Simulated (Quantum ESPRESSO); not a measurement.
# Work function of fcc Sr face by face (PBEsol, Quantum ESPRESSO)

Does the work function of Sr follow how densely a face is packed?

All values are computed: Quantum ESPRESSO 7.5, PBEsol, plane waves, scalar-relativistic unless marked; slabs or sheets with vacuum, the vacuum level from the planar mean of the electrostatic potential.

| face | atoms in the slab | top-layer atoms per Å² | work function (eV) |
| --- | --- | --- | --- |
| (110) | 8 | 0.038 | 2.60 |
| (100) | 6 | 0.054 | 2.52 |
| (111) | 6 | 0.062 | 2.60 |

The densest face listed is +0.00 eV against the most open one. The difference is within the scatter of thin slabs and meshes, so no order can be read.

The slabs are 1×1 cuts on the parent's lattice, 14.7 to 16.9 Å between the outer relaxed layers.
